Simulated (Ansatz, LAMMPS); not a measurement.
# Site preference of a vacancy of Ga in 69In2O3-31Ga2O3 (mol %) with crystalline order left by the classical run (80 atoms), part 3 of 3

At which site of 69In2O3-31Ga2O3 (mol %) with crystalline order left by the classical run (80 atoms) does a vacancy of Ga cost least, and what about the site decides it?

Ansatz 0.2.0; Kohn-Sham DFT, PBEsol, PAW (set soft_2), plane waves.

The cell: 22 In, 10 Ga and 48 O. The quench rate of 20 K/ps is orders of magnitude faster than experiment. The network of bonds at the start is that of the classical potential that made the cell. Only the Γ point is sampled, in a cell whose shortest periodic width is 10 Å.

So far. Step 2 (Single point at the start): The r.m.s. force at the start is 0.44 eV/Å. Step 3 (Relaxation): The relaxation converged after 14 steps, 3.95 eV below its start, with a largest force component of 0.029 eV/Å.

## (5) Vacancy of Ga, site Ga30

The site has 4 bonded neighbours (O4) at 1.92 Å on average, by cutoffs that count no bonds between two metal atoms or like ions. The change is made in the relaxed cell and the atoms are relaxed again.

File input.yaml:

```yaml
crystal:
  lattice:
    - [10.10958, 0.0, 0.0]
    - [0.0, 10.10958, 0.0]
    - [0.0, 0.0, 10.10958]
  atoms:
    [... atom lines 1 to 26 left out ...]
    - { symbol: Ga, position: [0.12542, 0.25632, 0.53503] }
    - { symbol: Ga, position: [0.46888, 0.15428, 0.55536] }
    - { symbol: Ga, position: [0.04972, 0.64726, 0.93809] }
    - { symbol: Ga, position: [0.06126, 0.69413, 0.26029] }
    - { symbol: Ga, position: [0.31531, 0.19217, 0.22443] }
    - { symbol: O, position: [0.68797, 0.6103, 0.89655] }
    - { symbol: O, position: [0.1589, 0.28137, 0.72526] }
    [... atom lines 34 to 79 left out ...]
kpoints:
  mp_grid: { grid: [1, 1, 1] }
hamiltonian:
  xc: pbesol
scf:
  occupations: { method: gaussian, width: 0.025 }
output:
  forces: true
  eigenvalues: true
relax:
  f_tol: 0.05
  max_steps: 90
```

The run is started by

```sh
$ ansatz run input.yaml --threads 4 --pin off --max-ram 8192MiB --backend cpu --events-out ev --progress --plain --runs-dir out
```

Numbers of over 12 decimals in the logs are rounded to 6 here.

Output:

```text
[...]
Crystal: 79 atoms, lattice volume = 1033.236 Å³
Basis set: ecut = 420 eV, 20197 PW (Γ), exchange–correlation on 144×144×144 points (8 copies of the dense FFT grid, shifted against one another)
Bands: 425, of which v1, the nominal top of the filled ones, is band 346 counted from 1 (345 counted from 0)
Symmetry: 1 space group operations
[...]
k-points: 1
[...]
SCF iter   1: F=—  HF=-182164.161198 eV  |F-HF|=—  |Δ(HF+E_count)|=         —  Δρ=2.53e-2  dr2=7.46e0  ethr=1.77e-3  ⟨swp⟩=6.0  Hψ=1564  notcnv=0  defer=3
[...]
SCF iter  24: F=-182163.057759 eV  HF=-182163.057799 eV  |F-HF|=4.02e-5  |Δ(HF+E_count)|=   3.82e-6  Δρ=5.45e-5  dr2=4.52e-5  ethr=9.04e-9  ⟨swp⟩=9.0  Hψ=1626  notcnv=0
SCF 1 converged in 24 iterations: F = -182163.057759 eV  dr2 = 4.52e-5
[...]
relax step   1: F+E_penalty+E_count = -182163.05775891 eV  Δ(F+E_penalty+E_count) = +0.000e0 eV  max|allowed force component| = 1.350e0 eV/Å  Δτ_max = 0.0000 Å  (24 SCF iters, dr2 threshold 6.25e-5 eV, accepted)
[...]
relax step   2: F+E_penalty+E_count = -182163.85555152 eV  Δ(F+E_penalty+E_count) = -7.978e-1 eV  max|allowed force component| = 8.211e-1 eV/Å  Δτ_max = 0.1968 Å  (16 SCF iters, dr2 threshold 1.00e-4 eV, accepted)
[...]
relax step   3: F+E_penalty+E_count = -182164.22063231 eV  Δ(F+E_penalty+E_count) = -3.651e-1 eV  max|allowed force component| = 4.077e-1 eV/Å  Δτ_max = 0.2000 Å  (16 SCF iters, dr2 threshold 4.21e-5 eV, accepted)
relax step   4: F+E_penalty+E_count = -182164.35997161 eV  Δ(F+E_penalty+E_count) = -1.393e-1 eV  max|allowed force component| = 2.194e-1 eV/Å  Δτ_max = 0.2000 Å  (14 SCF iters, dr2 threshold 4.10e-5 eV, accepted)
relax step   5: F+E_penalty+E_count = -182164.47759612 eV  Δ(F+E_penalty+E_count) = -1.176e-1 eV  max|allowed force component| = 1.750e-1 eV/Å  Δτ_max = 0.1907 Å  (14 SCF iters, dr2 threshold 1.19e-5 eV, accepted)
relax step   6: F+E_penalty+E_count = -182164.50357087 eV  Δ(F+E_penalty+E_count) = -2.597e-2 eV  max|allowed force component| = 7.172e-1 eV/Å  Δτ_max = 0.1954 Å  (14 SCF iters, dr2 threshold 8.87e-6 eV, accepted)
relax step   7: F+E_penalty+E_count = -182164.73697975 eV  Δ(F+E_penalty+E_count) = -2.334e-1 eV  max|allowed force component| = 2.557e-1 eV/Å  Δτ_max = 0.2000 Å  (11 SCF iters, dr2 threshold 1.00e-4 eV, accepted)
relax step   8: F+E_penalty+E_count = -182164.78288323 eV  Δ(F+E_penalty+E_count) = -4.590e-2 eV  max|allowed force component| = 3.602e-1 eV/Å  Δτ_max = 0.1921 Å  (13 SCF iters, dr2 threshold 8.31e-6 eV, accepted)
relax step   9: F+E_penalty+E_count = -182164.81885487 eV  Δ(F+E_penalty+E_count) = -3.597e-2 eV  max|allowed force component| = 1.025e-1 eV/Å  Δτ_max = 0.0779 Å  (12 SCF iters, dr2 threshold 1.65e-5 eV, accepted)
relax step  10: F+E_penalty+E_count = -182164.81932944 eV  Δ(F+E_penalty+E_count) = -4.746e-4 eV  max|allowed force component| = 1.024e-1 eV/Å  Δτ_max = 0.0688 Å  (17 SCF iters, accepted)
[...]
relax step  11: F+E_penalty+E_count = -182164.82968983 eV  Δ(F+E_penalty+E_count) = -1.036e-2 eV  max|allowed force component| = 3.129e-2 eV/Å  Δτ_max = 0.0642 Å  (17 SCF iters, accepted)
SCF converged after 17 iterations
Free energy (F): -182164.829690 eV
[...]
Internal energy: -182164.804819 eV  (E = F + TS)
E sigma→0 (E₀):  -182164.817254 eV
Entropy (-TS):   -0.024871 eV (-0.315 meV/atom)
Fermi energy:    7.385907 eV
[...]
--- Forces (eV/Å), atoms counted from 1 ---
  atom   1  In     0.00667899     0.01811388    -0.01060301
  atom   2  In     0.01319548    -0.00106479    -0.00025600
  atom   3  In    -0.00124858    -0.00548634    -0.00549606
  atom   4  In     0.00359662    -0.00617049     0.00090702
  atom   5  In     0.00693873     0.01322780     0.00499181
  atom   6  In    -0.00089853     0.01210720    -0.00559577
  atom   7  In    -0.00433433    -0.01121751    -0.01040669
  atom   8  In    -0.01285991    -0.00022911    -0.00857790
  atom   9  In     0.00845758     0.00900198     0.01603715
  atom  10  In    -0.00113685    -0.00135628    -0.00308768
  atom  11  In     0.00030250    -0.00192748     0.00393837
  atom  12  In     0.00459543     0.01373608     0.01131114
  atom  13  In    -0.01112866    -0.00544463    -0.00124413
  atom  14  In     0.00733739     0.00242777    -0.01047954
[...]
atom  78  O      0.00277345     0.00321540    -0.01585845
  atom  79  O      0.00656337    -0.00011255    -0.02186177
  max |Σ_I F_I| component: 1.25e-4 eV/Å
--- Band table (eV) ---
[...]
--- Relaxed structure (11 steps of the walk, 11 accepted, 0 SCFs on fresh bases) ---
  F+E_penalty+E_count = -182164.82968983 eV   max|allowed force component| = 3.129e-2 eV/Å
  atoms:
    - { symbol: In, position: [0.796694, 0.195730, 0.056037] }
    - { symbol: In, position: [0.553813, 0.469821, 0.544632] }
    - { symbol: In, position: [0.776962, 0.712118, 0.059019] }
    - { symbol: In, position: [0.597809, 0.393705, 0.219462] }
[...]
- { symbol: O, position: [0.138341, 0.557682, 0.186379] }
```

The job ended after 1.8 min (4 threads of Intel Xeon 6975P-C (Granite Rapids), shared host; peak memory 1.7 GiB).

The relaxation converged after 11 steps, 1.77 eV below its start, with a largest force component of 0.031 eV/Å.

The surroundings of the place of the removed atom, after relaxation: 14 atoms, nearest first, with positions taken from that point. Atoms keep their numbers of the cell before the removal, where the removed atom was number 30.

```tsv
atom	x	y	z	distance (Å)	bonds
O65	-1.14	-1.62	-0.16	1.98	2
O78	-1.29	-0.07	1.89	2.29	3
O76	2.16	0.81	-0.24	2.31	3
O80	-1.29	1.07	-1.90	2.54	3
Ga32	0.26	-2.33	-1.11	2.60	4
O70	1.33	-1.16	-2.03	2.69	3
O43	1.43	-1.29	1.98	2.77	3
Ga27	-1.49	-1.98	1.66	2.98	5
Ga31	-2.06	2.32	-0.82	3.21	4
In16	0.30	0.17	-3.32	3.33	6
In2	2.91	0.18	1.72	3.38	6
Ga23	-2.56	-0.29	-2.21	3.40	4
O62	-3.20	1.26	0.16	3.44	3
In17	0.18	-0.07	3.45	3.45	6
```

The column of bonds counts only the pairs O-In within 2.77 Å, O-Ga within 2.43 Å; other neighbours, such as metal atoms beside each other in a compound, aren't counted, and periodic images can show an atom twice.

The largest move is 0.78 Å, by O76.

## (6) Vacancy of Ga, site Ga24

The site has 6 bonded neighbours (O6) at 2.05 Å on average. 

Input and log are left out; they have the form of those shown for this kind of step.

Elapsed: 2.1 min, on 4 threads of Intel Xeon 6975P-C (Granite Rapids), shared host; peak memory 1.7 GiB.

The relaxation converged after 13 steps, 2.50 eV below its start, with a largest force component of 0.023 eV/Å.

The surroundings of the place of the removed atom, after relaxation: 12 atoms, nearest first, with positions taken from that point. Atoms keep their numbers of the cell before the removal, where the removed atom was number 24.

```tsv
atom	x	y	z	distance (Å)	bonds
O33	-1.31	1.64	0.13	2.11	3
O61	-1.51	-0.94	1.24	2.17	3
O71	1.26	-1.86	-0.07	2.25	3
O47	1.37	1.01	-1.49	2.26	3
O50	1.53	1.08	1.73	2.55	3
O39	-1.54	-1.05	-1.78	2.58	3
Ga29	2.24	1.55	0.06	2.73	4
In18	-0.24	2.39	-1.56	2.86	6
In1	0.06	-2.44	1.59	2.91	6
In22	0.05	-2.41	-1.76	2.98	6
Ga25	-2.52	-1.67	-0.31	3.04	5
In3	-0.26	2.53	1.75	3.09	6
```

The column of bonds counts only the pairs O-In within 2.68 Å, O-Ga within 2.38 Å; other neighbours, such as metal atoms beside each other in a compound, aren't counted, and periodic images can show an atom twice.

The largest move is 0.69 Å, by Ga29.

## (7) Vacancy of Ga, site Ga32

The site has 5 bonded neighbours (O5) at 1.99 Å on average. 

Input and log are left out; they have the form of those shown for this kind of step.

The job ended after 4.3 min (4 threads of Intel Xeon 6975P-C (Granite Rapids), shared host; peak memory 1.7 GiB).

The relaxation converged after 26 steps, 3.34 eV below its start, with a largest force component of 0.039 eV/Å.

## (8) Vacancy of Ga, site Ga23

The site has 4 bonded neighbours (O4) at 1.90 Å on average. 

Input and log are left out; they have the form of those shown for this kind of step.

Elapsed: 2.7 min, on 4 threads of Intel Xeon 6975P-C (Granite Rapids), shared host; peak memory 1.7 GiB; 10 min of CPU time.

The relaxation converged after 17 steps, 2.16 eV below its start, with a largest force component of 0.040 eV/Å.

The surroundings of the place of the removed atom, after relaxation: 10 atoms, nearest first, with positions taken from that point. Atoms keep their numbers of the cell before the removal, where the removed atom was number 23.

```tsv
atom	x	y	z	distance (Å)	bonds
O50	-1.21	1.30	-1.31	2.21	3
O54	-1.92	-0.92	0.66	2.23	3
O49	1.68	-1.21	-0.99	2.29	3
O80	1.90	1.56	0.88	2.61	3
In16	2.73	0.63	-1.03	2.98	6
Ga31	0.48	2.76	1.09	3.01	5
O62	-0.62	1.81	2.33	3.01	3
O65	1.91	-1.32	2.08	3.12	3
Ga29	0.14	2.30	-2.18	3.17	5
O71	-1.01	-1.33	-2.69	3.17	4
```

The column of bonds counts only the pairs O-In within 2.62 Å, O-Ga within 2.50 Å; other neighbours, such as metal atoms beside each other in a compound, aren't counted, and periodic images can show an atom twice.

The largest move is 0.76 Å, by Ga28.

## (9) Vacancy of Ga, site Ga28

The site has 5 bonded neighbours (O5) at 1.99 Å on average. 

Input and log are left out; they have the form of those shown for this kind of step.

Run time: 4.5 min. Hardware: 4 threads of Intel Xeon 6975P-C (Granite Rapids), shared host; peak memory 1.7 GiB; 16 min of CPU time.

The relaxation converged after 24 steps, 2.55 eV below its start, with a largest force component of 0.030 eV/Å.

## (10) Vacancy of Ga, site Ga29

The site has 4 bonded neighbours (O4) at 1.92 Å on average. 

Input and log are left out; they have the form of those shown for this kind of step.

Wall time 2.5 min (4 threads of Intel Xeon 6975P-C (Granite Rapids), shared host); peak memory 1.7 GiB.

The relaxation converged after 14 steps, 1.98 eV below its start, with a largest force component of 0.022 eV/Å.

## (11) The sites compared

All these cells hold the same atoms, so their energies can be compared with no chemical potential.

```tsv
site	neighbours	mean distance (Å)	atoms within 6 Å	energy over the best site (eV)	before relaxation (eV)	gain on relaxing (eV)
Ga32	O5	1.99	71	0.00	0.16	3.34
Ga24	O6	2.05	68	0.68	0.00	2.50
Ga28	O5	1.99	66	0.69	0.06	2.55
Ga23	O4	1.90	63	1.12	0.10	2.16
Ga29	O4	1.92	62	1.33	0.12	1.98
Ga30	O4	1.92	68	1.41	0.00	1.77
```

Neighbours are those of the relaxed host within 2.33 Å (O-Ga); other pairs aren't counted.

## (12) Findings

The cheapest site is Ga32 (5 neighbours, O5); the dearest, Ga30 (4 neighbours, O4), costs 1.4 eV more. By coordination the energies over the best site are 1.12 to 1.41 eV with 4 neighbours, 0.00 to 0.69 eV with 5 neighbours and 0.68 eV with 6 neighbours. The chemistry differs between sites, which can decide the order more than coordination does: at Ga32 an O–O bond under 1.6 Å formed. Relaxation changes the order: the best site before relaxing was Ga30.

**Limits.** Defects are neutral and interact with their images. In a disordered cell the relaxation can also rearrange atoms far from the site. Only 6 of the 10 Ga sites were tried; unless symmetry makes the others alike to these, a cheaper one may exist. The change leaves an odd electron count, and these runs have no spin polarisation. The stress is far from hydrostatic: its diagonal is -2.5, 0.3, -3.0 GPa, compression counted positive. The pressure of -1.7 GPa says that the cell would shrink at this level of theory.

The DFT runs together took 20 min of wall time.

[Logs are printed without paths, hosts, clocks, repeated set-up lines and the standing remarks that a program may print on its own settings, such as how far it seeks lower states.]

[Hosts, paths, dates, database ids (printed as entryN), source tags and the programs' standing remarks are cut or masked in the printed files.]
